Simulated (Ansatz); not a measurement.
# BePd (Pm-3m): Grüneisen parameters

Does BePd (Pm-3m) expand much on heating, by its phonons?

Program: Ansatz 0.2.0. Level of theory: DFT PBEsol, scalar-relativistic, plane waves, PAW; PAW set soft_1. Results are calculated unless marked as measured.

## 1. The structure

Symmetry: Pm-3m, No. 221, cubic system. The conventional cell has a = 2.797 Å, b = 2.797 Å, c = 2.797 Å, α = 90.00°, β = 90.00°, γ = 90.00°. Nearest to Be lie 8 Pd at 2.42 Å. Nearest to Pd lie 8 Be at 2.42 Å. Farther neighbours are not listed.

As a file:

```cif
data_structure
_symmetry_space_group_name_H-M 'P 1'
_symmetry_Int_Tables_number 1
_cell_length_a 2.7974
_cell_length_b 2.7974
_cell_length_c 2.7974
_cell_angle_alpha 90.000
_cell_angle_beta 90.000
_cell_angle_gamma 90.000
_cell_volume 21.89
loop_
_atom_site_label
_atom_site_type_symbol
_atom_site_fract_x
_atom_site_fract_y
_atom_site_fract_z
_atom_site_occupancy
Be1 Be 0.00000 0.00000 0.00000 1
Pd2 Pd 0.50000 0.50000 0.50000 1
```

## 2. Phonons on a q mesh

The cell comes from relaxations at this level that are not shown. Stability and thermal properties need the whole zone. Linear response on a 4×4×4 q mesh gives force constants as far as a supercell of that size would.

The input, input.yaml:

```yaml
crystal:
  lattice:
    - [2.7974234134, 0.0, 0.0]
    - [0.0, 2.7974234134, 0.0]
    - [0.0, 0.0, 2.7974234134]
  atoms:
    - { symbol: Be, position: [0.0, 0.0, 0.0] }
    - { symbol: Pd, position: [0.5, 0.5, 0.5] }
kpoints:
  mp_grid: { grid: [16, 16, 16] }
hamiltonian:
  xc: pbesol
  pseudopotentials: { kind: paw, azcp: { folder: soft_1 }, xc_functional: pbe }
scf:
  occupations: { method: methfessel_paxton, width: 0.2 }
output:
  eigenvalues: true
phonons:
  method: dfpt
  qmesh: [4, 4, 4]
  temperatures: { t_max: 1000, t_step: 50 }
  qpath:
    path:
      - [[0.0, 0.0, 0.0], [0.0, 0.5, 0.0], [0.5, 0.5, 0.0], [0.0, 0.0, 0.0], [0.5, 0.5, 0.5], [0.0, 0.5, 0.0]]
      - [[0.5, 0.5, 0.5], [0.5, 0.5, 0.0]]
    npoints: 10
```

Launch:

```
$ ansatz run input.yaml --threads 4 --pin off --max-ram 10240MiB --backend cpu --events-out ev --progress --plain --runs-dir out
```

Numbers of over 12 decimals in the logs are rounded to 6 here.

The log of the run:

```text
Engine: ansatz 0.2.0, x86_64-unknown-linux-gnu
Pseudopotentials: kind: paw
Pseudopotential: Be, paw, valence charge 2, recommended cutoff 420 eV (normal), soft_1/Be.paw.azcp
Pseudopotential: Pd, paw, valence charge 18, recommended cutoff 420 eV (normal), soft_1/Pd.paw.azcp
Functional definition: PBEsol
  exchange = pbesol_x
  correlation = pbesol_c
Crystal: 2 atoms, lattice volume = 21.891 Å³
Basis set: ecut = 420 eV, 437 PW (Γ), exchange–correlation on 40×40×40 points (8 copies of the dense FFT grid, shifted against one another)
Bands: 14, of which v1, the nominal top of the filled ones, is band 10 counted from 1 (9 counted from 0)
Symmetry: 48 space group operations
k-points: 165 of 4096
Non-local potential: Be, projectors of the file, l = 0: 2, l = 1: 2, l = 2: 1
Non-local potential: Pd, projectors of the file, l = 0: 2, l = 1: 2, l = 2: 2, l = 3: 1
PAW form: soft (Blöchl's): semilocal exchange-correlation on the pseudo side does not see the compensation charge
PAW frozen core: Be, regenerated for the run's functional, and the local potential with it (the file was generated under x = pbe(κ = 0.804, μ = 0.219515), c = pbe(β = 0.066725))
PAW frozen core: Pd, regenerated for the run's functional, and the local potential with it (the file was generated under x = pbe(κ = 0.804, μ = 0.219515), c = pbe(β = 0.066725))
PAW one-centre angular grid: Be, 110 points (default); XC on 64 Gauss nodes
PAW one-centre angular grid: Pd, 590 points (default); XC on 64 Gauss nodes
Initial density: superposition of atomic densities (chi_scale 0.1, normalization cell, long waves kept (reshape's long-wave potential 0.00 eV rms))
Initial wavefunctions: pseudopotential atomic-orbital guess
Functional: x = pbesol(κ = 0.804, μ = 0.123457), c = pbesol(β = 0.046)
SCF iter   1: F=—  HF=-7001.875474 eV  |F-HF|=—  |Δ(HF+E_count)|=         —  Δρ=2.42e-1  dr2=1.68e1  ethr=3.10e-3  ⟨swp⟩=5.1  Hψ=11855  notcnv=0
preconditioner: auto → none  [metal: Δε(μ)=0.025 eV  Ē_g=9.740 eV  σ=0.200 eV  W_gap=0.11  n_scr=6 (ndim 8)  ℏωp=27.5 eV  f_vac=0.000  D(μ)=0.62/eV (n_scr^D=6)  sad-step TF]
SCF iter   2: F=—  HF=-6999.788575 eV  |F-HF|=—  |Δ(HF+E_count)|=    2.09e0  S|Δr|=    0.00e0  Δρ=1.50e-1  dr2=6.81e0  ethr=3.10e-3  ⟨swp⟩=2.5  Hψ=5321  notcnv=0  defer=8
SCF iter   3: F=—  HF=-6998.313353 eV  |F-HF|=—  |Δ(HF+E_count)|=    1.48e0  S|Δr|=    0.00e0  Δρ=1.33e-2  dr2=5.08e-2  ethr=3.10e-3  ⟨swp⟩=2.9  Hψ=4722  notcnv=0  defer=8
SCF iter   4: F=—  HF=-6998.303219 eV  |F-HF|=—  |Δ(HF+E_count)|=   1.01e-2  S|Δr|=    0.00e0  Δρ=1.67e-3  dr2=5.44e-4  ethr=2.54e-4  ⟨swp⟩=1.0  Hψ=3623  notcnv=0  defer=8
SCF iter   5: F=—  HF=-6998.303139 eV  |F-HF|=—  |Δ(HF+E_count)|=   7.91e-5  S|Δr|=    0.00e0  Δρ=1.94e-4  dr2=7.01e-6  ethr=2.72e-6  ⟨swp⟩=1.7  Hψ=2857  notcnv=0  defer=8
SCF iter   6: F=—  HF=-6998.303136 eV  |F-HF|=—  |Δ(HF+E_count)|=   3.74e-6  S|Δr|=    0.00e0  Δρ=1.37e-5  dr2=3.48e-8  ethr=3.50e-8  ⟨swp⟩=2.8  Hψ=3873  notcnv=0  defer=8
SCF iter   7: F=—  HF=-6998.303139 eV  |F-HF|=—  |Δ(HF+E_count)|=   2.90e-6  S|Δr|=    0.00e0  Δρ=1.84e-6  dr2=1.08e-9  ethr=1.74e-10  ⟨swp⟩=2.3  Hψ=3725  notcnv=0  defer=8
SCF iter   8: F=—  HF=-6998.303139 eV  |F-HF|=—  |Δ(HF+E_count)|=  4.00e-10  S|Δr|=    0.00e0  Δρ=2.86e-7  dr2=2.60e-11  ethr=5.41e-12  ⟨swp⟩=2.2  Hψ=2881  notcnv=0  defer=8
SCF iter   9: F=-6998.303139 eV  HF=-6998.303139 eV  |F-HF|=9.09e-13  |Δ(HF+E_count)|=  8.19e-12  S|Δr|=    0.00e0  Δρ=1.54e-8  dr2=5.91e-14  ethr=1.00e-12  ⟨swp⟩=5.2  Hψ=8159  notcnv=0
SCF 1 converged in 9 iterations: F = -6998.303139 eV  dr2 = 5.91e-14
  greatest PAW one-centre occupation: 0.999 electrons in one spin orbital (limit 2), on the Pd atom at site 1 (counted from 0), in its partial waves of l = 0
Initial density: read from a saved state, or passed on in memory by an earlier SCF of this step, an earlier step, the calling program or the single point that the run made first
iter 1 solved again at ethr=2.28e-8 eV; its pass at ethr=3.10e-3 eV (dr2=4.57e-6 eV) is discarded
SCF iter   1: F=—  HF=-6998.303136 eV  |F-HF|=—  |Δ(HF+E_count)|=         —  Δρ=1.05e-7  dr2=1.41e-12  ethr=2.28e-8  ⟨swp⟩=2.7  Hψ=17999  notcnv=0
eigensolver tolerance schedule: the retry pair's looser diagonalisation over-reported the residual by 3244296.06 of it (diagonalisation noise at an unbounded share of the residual, at the tolerance the schedule requests for it); recorded, not acted on — ethr = c·dr2/N_el stays at c = 1.0e-1
preconditioner: auto → none  [metal: Δε(μ)=0.027 eV  Ē_g=10.979 eV  σ=0.200 eV  W_gap=0.11  n_scr=6 (ndim 8)  ℏωp=27.5 eV  f_vac=0.000  D(μ)=0.84/eV (n_scr^D=6)]
SCF iter   2: F=—  HF=-6998.303139 eV  |F-HF|=—  |Δ(HF+E_count)|=   2.99e-6  S|Δr|=    0.00e0  Δρ=6.76e-8  dr2=8.14e-13  ethr=1.00e-12  ⟨swp⟩=4.8  Hψ=8602  notcnv=0
SCF iter   3: F=-6998.303139 eV  HF=-6998.303139 eV  |F-HF|=9.09e-13  |Δ(HF+E_count)|=  9.09e-13  S|Δr|=    0.00e0  Δρ=3.82e-8  dr2=2.31e-13  ethr=1.00e-12  ⟨swp⟩=1.0  Hψ=5291  notcnv=0
SCF 2 converged in 3 iterations: F = -6998.303139 eV  dr2 = 2.31e-13
phonons: the bands overlap, so this run is a metal and interpolates without the dipole-dipole term. If the crystal is really an insulator or semiconductor, its LO-TO splitting is missing
NSCF: frozen V_eff on 165 k-points
NSCF: frozen V_eff on 405 k-points
DFPT response loops at q = (0, 0, 0) (fractional): preconditioner auto → Kerker (q_TF=auto, 2.688 Å⁻¹) (partly filled bands, converged f_vac=0.000); β = 1.00, the filter's whole step (`scf.mixing.beta` (0.50) is not read by the response loops under this deck's `scf.mixing.preconditioner`; to damp them name `kerker` or `kerker_dos`, under which they read `scf.mixing.beta`, and type it under 1.00, their step now; both keys bind the ground state too); Broyden in place of MSR1
NSCF: frozen V_eff on 2592 k-points
DFPT response loops at q = (0, 0, 0.25) (fractional): mixed as the last ones told, above
NSCF: frozen V_eff on 1458 k-points
DFPT response loops at q = (0, 0, -0.5) (fractional): mixed as the last ones told, above
NSCF: frozen V_eff on 4608 k-points
DFPT response loops at q = (0, 0.25, 0.25) (fractional): mixed as the last ones told, above
NSCF: frozen V_eff on 2592 k-points
DFPT response loops at q = (0, 0.25, -0.5) (fractional): mixed as the last ones told, above
NSCF: frozen V_eff on 1458 k-points
DFPT response loops at q = (0, -0.5, -0.5) (fractional): mixed as the last ones told, above
NSCF: frozen V_eff on 4352 k-points
DFPT response loops at q = (0.25, 0.25, 0.25) (fractional): mixed as the last ones told, above
NSCF: frozen V_eff on 4608 k-points
DFPT response loops at q = (0.25, 0.25, -0.5) (fractional): mixed as the last ones told, above
NSCF: frozen V_eff on 2592 k-points
DFPT response loops at q = (0.25, -0.5, -0.5) (fractional): mixed as the last ones told, above
NSCF: frozen V_eff on 810 k-points
DFPT response loops at q = (-0.5, -0.5, -0.5) (fractional): mixed as the last ones told, above
SCF converged after 9 iterations
Stability not checked: this state was not tested for a lower state beside it, because cold or Methfessel-Paxton smearing, or corrected tetrahedra, fill the levels in a way that the test cannot read (fill_not_monotonic; see scf.lower_state_search)
Free energy (F): -6998.303139 eV
Harris-Foulkes:  -6998.303139 eV  (|F-HF|=9.09e-13)
Internal energy: -6998.302022 eV  (E = F + TS)
E sigma→0 (E₀):  -6998.302859 eV
Entropy (-TS):   -0.001117 eV (-0.559 meV/atom)
Fermi energy:    17.061647 eV
--- Per-component energies (eV) ---
  E_band       = -188.591565
  E_kinetic    = 469.137025
  E_local      = -2268.641655  (includes V_loc(G=0)·N_el)
  E_nonlocal   = 374.733021
  E_hartree    = 930.004500
  E_xc         = -159.176980
  E_vxc        = -197.190487  (∫ρ·V_xc dr)
  E_paw        = -3800.861465  (= ΣΔE_a)
  E_vpaw       = -426.638693  (= ΣTr[D̂ρ^β])
  E_aug_tail   = 0.000218  (compensation charges beyond the density's cutoff)
  E_ewald      = -2543.808742
  E_core_change = 0.312057  (= ΣΔE_core)
  E_smearing   = -0.001117  (= −TS)
  E_closure    = -0.000000  (closes the sum)
  Σ components = -6998.303139   (vs F -6998.303139, Δ=0.00e0)
--- Band table (eV; the first three rows and the last of 165) ---
  k-point 0: bands = [... 6 lower, 11.3123, 14.6837, 14.6837, 14.6837, 22.4402, 22.4402, 22.4402, 31.4079]
  k-point 1: bands = [... 6 lower, 11.3529, 14.6052, 14.6052, 14.6892, 22.1426, 22.5878, 22.5878, 31.2709]
  k-point 2: bands = [... 6 lower, 11.4699, 14.3928, 14.3928, 14.7049, 21.3827, 23.0077, 23.0077, 30.8942]
  k-point 164: bands = [... 6 lower, 10.5070, 15.8245, 15.8245, 21.8620, 22.6487, 22.6487, 22.6487, 23.8745]
--- Phonons (Γ-DFPT): 2 representative perturbations + reference (Σ response iterations 6) ---
  ASR residual: 3.767e-6 → 0.000e0 eV/Å²; symmetrization residual: 1.341e-7 eV/Å²
  ASR residual per site (eV/Å²): 2.02e-6 3.77e-6
  Γ frequencies (cm⁻¹): 0.00 0.00 0.00 379.90 379.90 379.90
--- Phonons (arbitrary-q DFPT): 10 irreducible q on the 4×4×4 mesh ---
  q = [0.0000, 0.0000, 0.0000] (star 1, of the zone-centre solve; hermiticity 6.08e-8, symmetrization 2.40e-12): -0.00 0.00 0.00 379.90 379.90 379.90
  q = [0.0000, 0.0000, 0.2500] (star 6, 4 solved perturbations in 4032 linear systems a pass and spin channel, the states on 1296 of 4096 k-point pairs; hermiticity 9.02e-8, symmetrization 3.08e-13): 80.78 80.78 157.43 398.37 398.37 409.23
  q = [0.0000, 0.0000, -0.5000] (star 3, 4 solved perturbations in 2268 linear systems a pass and spin channel, the states on 729 of 4096 k-point pairs; hermiticity 8.85e-8, symmetrization 4.41e-8): 108.22 108.22 218.21 418.95 418.95 463.15
  q = [0.0000, 0.2500, 0.2500] (star 12, 4 solved perturbations in 7056 linear systems a pass and spin channel, the states on 2304 of 4096 k-point pairs; hermiticity 3.74e-8, symmetrization 3.89e-13): 94.70 122.07 167.25 372.60 397.38 437.22
  q = [0.0000, 0.2500, -0.5000] (star 12, 6 solved perturbations on 1296 of 4096 k-point pairs; hermiticity 3.43e-8, symmetrization 6.24e-9): 108.23 140.09 193.20 394.64 395.19 411.19
  q = [0.0000, -0.5000, -0.5000] (star 3, 4 solved perturbations in 2268 linear systems a pass and spin channel, the states on 729 of 4096 k-point pairs; hermiticity 1.40e-8, symmetrization 7.98e-12): 109.15 158.78 158.78 364.38 375.10 375.10
  q = [0.2500, 0.2500, 0.2500] (star 8, 2 solved perturbations on 2176 of 4096 k-point pairs; hermiticity 4.09e-8, symmetrization 6.90e-13): 145.51 145.51 166.56 392.50 392.50 411.36
  q = [0.2500, 0.2500, -0.5000] (star 12, 4 solved perturbations in 7056 linear systems a pass and spin channel, the states on 2304 of 4096 k-point pairs; hermiticity 1.39e-7, symmetrization 6.07e-9): 144.85 151.62 189.02 374.73 401.32 414.47
  q = [0.2500, -0.5000, -0.5000] (star 6, 4 solved perturbations in 4032 linear systems a pass and spin channel, the states on 1296 of 4096 k-point pairs; hermiticity 4.17e-9, symmetrization 2.08e-9): 147.68 185.53 185.53 395.54 395.54 396.78
  q = [-0.5000, -0.5000, -0.5000] (star 1, 2 solved perturbations on 405 of 4096 k-point pairs; hermiticity 1.32e-10, symmetrization 6.59e-11): 182.47 182.47 182.47 415.16 415.16 415.16
  sum rule: each row above includes the acoustic sum rule's correction from the zone centre's row sums; it moved no ω² by more than (0.25 cm⁻¹)²
  mesh force constants: q→R imaginary residual 1.77e-18; ASR residual 3.767e-6 → 0.000e0 eV/Å²; symmetrization residual 5.329e-15 eV/Å²
  interpolated dispersion: 62 rows × 6 modes
  density of states and harmonic sums: on the 24×24×24 q-mesh, interpolated from the force constants of a 4×4×4 supercell (no non-analytic term)
  largest difference from the sums on the solved wave vectors: F 1.10e-2 eV, S 1.51e-5 and C_V 4.02e-6 eV/K
  zero-point energy: 0.101142 eV/cell   skipped modes (ω ≤ 0): 3   left out of the sums: 3.62e-5 of the cell's modes: C_V's classical limit lies that fraction below 3 k_B per atom; for a crystal, a wire or a layer, F and S can be off by more, and a phonons.interpolated_qmesh denser along its periods is the remedy for the sampling
```

Run time: 3.2 min. Hardware: 4 threads of Intel Xeon Platinum 8375C at 2.90GHz (Ice Lake), shared host; peak memory 2.1 GiB; 12 min of CPU time.

The column dr2 measures how far the density is from self-consistency, as an energy; F and HF (Harris–Foulkes) agree once it is small.

This step gave:

```yaml
volume_per_atom: 10.95 Å³
gap_on_the_k_mesh: 0 eV
sum_rule_residual_before_enforcement: 3.77e-6 eV/Å²
lowest_frequency_on_the_path: 0 cm⁻¹
point_group: m-3m
highest_frequency_on_the_path_or_at_a_solved_wavevector: 463.1 cm⁻¹
mean_frequency: 271.9 cm⁻¹
debye_temperature_second_moment: 561 K
logarithmic_mean_frequency: 235.6 cm⁻¹
highest_optical_mode_at_the_zone_centre_no_lo_to_term: 379.9 cm⁻¹
lowest_optical_zone_centre_mode: 379.9 cm⁻¹
lowest_mode_on_the_q_mesh_acoustic_modes_at_gamma_apart: 80.78 cm⁻¹
zero_point_energy_per_atom: 50.57 meV
heat_capacity_at_300_k: 21.22 J/(mol atoms K)
vibrational_entropy_at_300_k: 23.91 J/(mol atoms K)
edges_of_the_widest_gap_between_branches_on_path_and_mesh: 218.2, 364.4 cm⁻¹
```

Frequencies (cm⁻¹) solved at each irreducible wavevector; negative means imaginary. Frequencies by wavevector, by row:

| q in reciprocal lattice units | star | mode 1 | mode 2 | mode 3 | mode 4 | mode 5 | mode 6 |
| --- | --- | --- | --- | --- | --- | --- | --- |
| 0 0 0 | 1 | 0 | 0 | 0 | 379.9 | 379.9 | 379.9 |
| 0 0 0.25 | 6 | 80.8 | 80.8 | 157.4 | 398.4 | 398.4 | 409.2 |
| 0 0 -0.5 | 3 | 108.2 | 108.2 | 218.2 | 418.9 | 418.9 | 463.1 |
| 0 0.25 0.25 | 12 | 94.7 | 122.1 | 167.2 | 372.6 | 397.4 | 437.2 |
| 0 0.25 -0.5 | 12 | 108.2 | 140.1 | 193.2 | 394.6 | 395.2 | 411.2 |
| 0 -0.5 -0.5 | 3 | 109.2 | 158.8 | 158.8 | 364.4 | 375.1 | 375.1 |
| 0.25 0.25 0.25 | 8 | 145.5 | 145.5 | 166.6 | 392.5 | 392.5 | 411.4 |
| 0.25 0.25 -0.5 | 12 | 144.8 | 151.6 | 189 | 374.7 | 401.3 | 414.5 |
| 0.25 -0.5 -0.5 | 6 | 147.7 | 185.5 | 185.5 | 395.5 | 395.5 | 396.8 |
| -0.5 -0.5 -0.5 | 1 | 182.5 | 182.5 | 182.5 | 415.2 | 415.2 | 415.2 |

Symmetry leaves 10 wavevectors to solve. The lowest mode among them, the acoustic zeros apart, lies at q = (0, 0, 0.25) and is real, 80.8 cm⁻¹.

## 3. Relaxing at another volume, volume ratio 0.97

The volume is scaled by 0.97 and held; symmetry leaves nothing to relax, so this is a single point. The modes can then be followed against volume.

input.yaml, the sections that differ from step 2:

```yaml
crystal:
  lattice:
    - [2.7691646792, 0.0, 0.0]
    - [0.0, 2.7691646792, 0.0]
    - [0.0, 0.0, 2.7691646792]
  atoms:
    - { symbol: Be, position: [0.0, 0.0, 0.0] }
    - { symbol: Pd, position: [0.5, 0.5, 0.5] }
output:
  forces: true
  stress: true
  eigenvalues: true
  write_density: true
  write_potential: true
  elf: true
  volumetric_format: npy
# kpoints, hamiltonian, scf: as in step 2
# phonons: removed
```

The log of the run:

```text
[...]
Crystal: 2 atoms, lattice volume = 21.235 Å³
Basis set: ecut = 420 eV, 437 PW (Γ), exchange–correlation on 40×40×40 points (8 copies of the dense FFT grid, shifted against one another)
Bands: 14, of which v1, the nominal top of the filled ones, is band 10 counted from 1 (9 counted from 0)
Symmetry: 48 space group operations
[...]
k-points: 165 of 4096
[...]
--- Band table (eV; the first three rows and the last of 165) ---
  k-point 0: bands = [... 6 lower, 11.7548, 15.2948, 15.2948, 15.2948, 23.1598, 23.1598, 23.1598, 32.3191]
  k-point 1: bands = [... 6 lower, 11.7976, 15.2117, 15.2117, 15.3006, 22.8624, 23.3133, 23.3133, 32.1681]
  k-point 2: bands = [... 6 lower, 11.9215, 14.9875, 14.9875, 15.3171, 22.1016, 23.7489, 23.7489, 31.7556]
  k-point 164: bands = [... 6 lower, 10.9245, 16.4910, 16.4910, 22.6665, 23.4075, 23.4075, 23.4075, 24.7253]
[key lines of the parts left out:]
SCF converged after 7 iterations
Free energy (F): -6998.290655 eV
Fermi energy:    17.749344 eV
P = ⅓ Tr σ = 6.2544 GPa (62.544 kbar)
```

It took 1 s on 4 threads; peak memory 0.58 GiB; 3.4 s of CPU time.

Numbers from this step:

- pressure: 6.254 GPa
- volume per atom: 10.62 Å³

Valence density in the ac plane at fractional y = 0.000, with atoms of Be within 0.2 Å of it. It is the smooth field of the valence electrons, not physical close to the nuclei.

Values in e/Å³, 14 rows by 14 columns:
```
0.10 0.12 0.18 0.22 0.23 0.22 0.21 0.20 0.21 0.22 0.23 0.22 0.18 0.12
0.16 0.18 0.22 0.24 0.24 0.23 0.22 0.22 0.22 0.23 0.24 0.24 0.22 0.18
0.21 0.22 0.24 0.25 0.25 0.24 0.24 0.24 0.24 0.24 0.25 0.25 0.24 0.22
0.23 0.23 0.24 0.25 0.26 0.26 0.27 0.27 0.27 0.26 0.26 0.25 0.24 0.23
0.22 0.22 0.23 0.24 0.26 0.28 0.29 0.30 0.29 0.28 0.26 0.24 0.23 0.22
0.20 0.21 0.22 0.24 0.27 0.29 0.31 0.32 0.31 0.29 0.27 0.24 0.22 0.21
0.20 0.20 0.22 0.24 0.27 0.30 0.32 0.33 0.32 0.30 0.27 0.24 0.22 0.20
0.20 0.21 0.22 0.24 0.27 0.29 0.31 0.32 0.31 0.29 0.27 0.24 0.22 0.21
0.22 0.22 0.23 0.24 0.26 0.28 0.29 0.30 0.29 0.28 0.26 0.24 0.23 0.22
0.23 0.23 0.24 0.25 0.26 0.26 0.27 0.27 0.27 0.26 0.26 0.25 0.24 0.23
0.21 0.22 0.24 0.25 0.25 0.24 0.24 0.24 0.24 0.24 0.25 0.25 0.24 0.22
0.16 0.18 0.22 0.24 0.24 0.23 0.22 0.22 0.22 0.23 0.24 0.24 0.22 0.18
0.10 0.12 0.18 0.22 0.23 0.22 0.21 0.20 0.21 0.22 0.23 0.22 0.18 0.12
0.06 0.10 0.16 0.21 0.23 0.22 0.20 0.20 0.20 0.22 0.23 0.21 0.16 0.10
```
Columns run along a (2.8 Å), rows up along c (2.8 Å). Atoms in or near the plane, at fractional coordinates: Be at (0.00, 0.00).

Electrostatic potential energy in the ac plane at fractional y = 0.000, with atoms of Be within 0.2 Å of it. With pseudopotentials it is smooth inside the atoms' cores, unlike the true potential.

Ten even steps from '0' (-23 eV) to '9' (19 eV):
```
00258999998520
12468999998642
45689999999865
78899999999988
99999999999999
99999999999999
99999999999999
99999999999999
99999999999999
78899999999988
45689999999865
12468999998642
00258999998520
00147999997410
```
Columns run along a (2.8 Å; values clipped at the 3rd and 97th percentile), rows up along c (2.8 Å). Atoms in or near the plane, at fractional coordinates: Be at (0.00, 0.00).

ELF in the ac plane at fractional y = 0.000, with atoms of Be within 0.2 Å of it. It is the smooth field of the valence electrons, not physical close to the nuclei.

Ten even steps from '_' (0.00) to '@' (0.42):
```
______==%%@@@@%%@@@@%%==____
____--##@@@@%%%%%%@@@@##--__
--==##@@@@@@%%##%%@@@@@@##==
%%%%@@@@@@%%######%%@@@@@@%%
@@@@@@@@%%##******##%%@@@@@@
@@@@%%%%##**********##%%%%@@
@@%%%%####**********####%%%%
@@@@%%%%##**********##%%%%@@
@@@@@@@@%%##******##%%@@@@@@
%%%%@@@@@@%%######%%@@@@@@%%
--==##@@@@@@%%##%%@@@@@@##==
____--##@@@@%%%%%%@@@@##--__
______==%%@@@@%%@@@@%%==____
______--%%@@@@@@@@@@%%--____
```
Columns run along a (2.8 Å), rows up along c (2.8 Å). Atoms in or near the plane, at fractional coordinates: Be at (0.00, 0.00).

(Continued in part 2 of 2.)

[Logs are printed without paths, hosts, clocks, repeated set-up lines and the standing remarks that a program may print on its own settings, such as how far it seeks lower states.]

[Hosts, paths, dates, database ids (printed as entryN), source tags and the programs' standing remarks are cut or masked in the printed files.]
